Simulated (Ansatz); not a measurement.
# Tunnelling decay and corrugation (surface alloy): Pt(110)-(1x2)-La surface alloy; Cu(100)-c(2x2)-Au surface alloy; and others

A simple barrier model says that the current falls as exp(−2κz) with κ = 0.512 √φ (Å⁻¹, φ in eV). How well does that hold over real surfaces, and how fast does atomic contrast fade as the tip draws back?

**Method.** Ansatz 0.2.0, plane waves with PAW datasets (its set soft_2), functional as listed; relaxed slabs, Tersoff-Hamann images of the filled states within the window listed under the Fermi level. κ is fitted to the planar mean between 3 and 5 Å over the top atom; the model's barrier is the work function plus half the window. A setpoint is the mean density at the height named.

What came out:

```
                             surface  functional  work function (eV)  window (eV)  κ, model (Å⁻¹)  κ, fitted (Å⁻¹)  near setpoint (Å): corrugation (Å)  far setpoint (Å): corrugation (Å)
      Pt(110)-(1x2)-La surface alloy  PBE-D3(BJ)                2.72         0.30            0.87             0.79                          2.5: 0.547                           4: 0.400
      Au(110)-(1x2)-Ce surface alloy         PBE                2.85         0.30            0.89             1.03                            3: 1.290                         4.5: 0.773
     Rh(100)-p(2x2)-Na surface alloy  PBE-D3(BJ)                3.68         0.30            1.00             1.03                          2.5: 0.075                           4: 0.017
     Co(0001)-(2x1)-Sn surface alloy         PBE                3.84         0.20            1.02             1.15                            3: 0.453                           5: 0.206
      Cu(110)-(2x1)-Sb surface alloy      PBEsol                4.54         0.50            1.12             1.19                            3: 0.931                           5: 0.423
      Pd(110)-(3x1)-Sb surface alloy         PBE                4.60         0.50            1.13             1.19                            3: 0.560                           5: 0.280
      Fe(110)-(2x2)-Mn surface alloy         PBE                4.69         0.50            1.14             1.15                          2.5: 0.067                           4: 0.025
      Pd(110)-(3x1)-Au surface alloy         PBE                4.90         0.20            1.15             1.31                          2.5: 0.875                           4: 0.447
Pd(111)-(√3×√3)R30°-Ag surface alloy         PBE                5.08         0.30            1.17             1.21                          2.5: 0.318                           4: 0.106
     Cu(100)-c(2x2)-Au surface alloy         LDA                5.29         0.20            1.19             1.22                            3: 0.130                           5: 0.036
```

What this shows: The fitted κ is 0.91 to 1.16 times the model's, and larger in 9 of 10. Momentum along the surface adds to κ² and raises it, while a barrier that has not reached its full height this near the surface lowers it. Worked for Pt(110)-(1x2)-La surface alloy: 0.512 × √(2.72 + 0.15) = 0.87 Å⁻¹; with the fitted 0.79 Å⁻¹ the current falls by exp(2 × 0.79) = 4.9 per Å. Where it is still over 0.005 Å at the far setpoint (10 rows), the corrugation falls by a factor of 1.2 to 2.7 per Å.

Caveats: The model has an s-wave tip and no forces between tip and sample. Semilocal potentials reach the vacuum level too fast, without an image tail. The surfaces are built from prototypes and need not be the stable ones; functionals, windows and heights differ between rows (the narrowest window from 0.2 eV on is taken, and runs with charge in the vacuum are left out), and rows with Cr, Mn, Fe, Co, Ni or Gd rest on one magnetic start or none. The table is a selection: not every member that was run is listed.

[Logs are printed without paths, hosts, clocks, repeated set-up lines and the standing remarks that a program may print on its own settings, such as how far it seeks lower states.]
